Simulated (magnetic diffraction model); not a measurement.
# Solving a magnetic structure from powder neutron data: HoPbC4

Space group Pbam (no. 55), a = 6.5540 Å, b = 12.7850 Å, c = 3.9870 Å.

```
site  atom       x       y    z
  4g    Pb  0.3765  0.9182    0
  4g    Ho  0.3668  0.6509    0
  4h     C  0.1259  0.5476  1/2
  4h     C  0.1298  0.9686  1/2
  4h     C  0.2114  0.8105  1/2
  4h     C  0.0330  0.6917  1/2
```

The compound is invented for this exercise: a known structure type with other elements, its cell scaled to their sizes and not relaxed.

Only Ho is taken to order (form factors of Ho3+); orders and moment sizes are assumed, and not adapted to the symmetry. Radiation: neutrons of λ = 2.36 Å, 8° to 55°; isotropic B of 0.42 Å² (Pb), 0.62 Å² (Ho) and 0.87 Å² (C). Simulated constant-wavelength pattern: nuclear and magnetic terms add, the magnetic one as |2.695 fm × Σ f S⊥ exp(2πi Q·r) exp(−B s²)|², summed over all Q at one angle with the factor 1/(sin²θ cos θ). For collinear order S is the moment m, which repeats by lattice and centring translations R with the sign exp(−2πi k·R). Free-ion form factors, Sears's scattering lengths of 1992, no absorption; a label names one of the reflections at its angle. The strongest nuclear line in the range is 100, and lines under 0.2 are left out.

Above the ordering temperature:

```csv
2θ (°),index,I
21.27,(0 2 0),21.6
23.34,(1 1 0),41.1
29.89,(1 2 0),9.6
34.43,(0 0 1),40.0
42.02,(1 1 1),1.4
42.21,(2 0 0),0.3
43.33,(0 4 0),2.3
43.64,(2 1 0),4.1
46.23,(1 2 1),8.2
48.50,(1 4 0),6.3
52.65,(1 3 1),100.0
54.03,(2 3 0),13.0
```

Below it (cell unchanged):

```csv
2θ (°),I
15.92,1.7
21.27,21.6
21.42,118.0
23.34,41.1
26.25,70.8
26.68,14.0
29.89,9.6
34.04,28.9
34.43,40.0
34.86,84.8
37.69,12.7
38.14,1.7
40.91,69.2
42.02,1.4
42.21,0.3
42.57,13.1
43.33,2.3
43.41,13.0
43.64,4.1
43.81,63.7
44.08,24.6
45.38,47.4
46.23,8.2
48.50,6.3
49.08,1.4
49.19,39.0
50.64,16.5
51.97,27.1
52.65,100.0
53.83,8.5
54.03,13.0
```

**Question.** Find the propagation vector, then choose among these models:
A. collinear moments along [010], 6.2 μB on Ho; signs + at (0.3668, 0.6509, 0), − at (0.6332, 0.3491, 0), + at (0.8668, 0.8491, 0), − at (0.1332, 0.1509, 0)
B. collinear moments along [010], 6.2 μB on Ho; signs + at (0.3668, 0.6509, 0), + at (0.6332, 0.3491, 0), − at (0.8668, 0.8491, 0), + at (0.1332, 0.1509, 0)
C. collinear moments along [111], 6.2 μB on Ho; signs + at (0.3668, 0.6509, 0), − at (0.6332, 0.3491, 0), + at (0.8668, 0.8491, 0), − at (0.1332, 0.1509, 0)
D. collinear moments along [111], 6.2 μB on Ho; signs + at (0.3668, 0.6509, 0), + at (0.6332, 0.3491, 0), − at (0.8668, 0.8491, 0), + at (0.1332, 0.1509, 0)

The new lines index as (0 3/2 0) at 15.92°, (1 1/2 0) at 21.42°, (1 3/2 0) at 26.25° and (0 5/2 0) at 26.68°, that is as H ± k with k = (0 1/2 0). Half indices mean that the moments reverse under translations with k·R a half-integer, and the magnetic cell has twice the primitive volume. Below the range, at 5.29°, lies the magnetic line (0 1/2 0) with 574.

Magnetic intensity, observed (below minus above) and for each model:

| 2θ (°) | index | observed | A | B | C | D |
| --- | --- | --- | --- | --- | --- | --- |
| 15.92 | (0 3/2 0) | 1.7 | <0.2 | <0.2 | 27.9 | 1.7 |
| 21.42 | (1 1/2 0) | 118.0 | 28.6 | 143.2 | 18.1 | 118.0 |
| 26.25 | (1 3/2 0) | 70.8 | 86.6 | 73.5 | 133.3 | 70.8 |
| 34.04 | (1 5/2 0) | 28.9 | 46.7 | 23.3 | 13.1 | 28.9 |
| 40.91 | (1 1/2 1) | 69.2 | 15.3 | 76.9 | 13.0 | 69.2 |
| 42.57 | (2 1/2 0) | 13.1 | 68.1 | 16.1 | 53.9 | 13.1 |
| 45.38 | (2 3/2 0) | 47.4 | 20.5 | 56.0 | 18.5 | 47.4 |
| 49.19 | (1 5/2 1) | 39.0 | 77.1 | 38.4 | 58.1 | 39.0 |

Model D matches.

The structure used: k = (0 1/2 0), collinear moments along [111], 6.2 μB on Ho; signs + at (0.3668, 0.6509, 0), + at (0.6332, 0.3491, 0), − at (0.8668, 0.8491, 0), + at (0.1332, 0.1509, 0).

[Logs are printed without paths, hosts, clocks, repeated set-up lines and the standing remarks that a program may print on its own settings, such as how far it seeks lower states.]
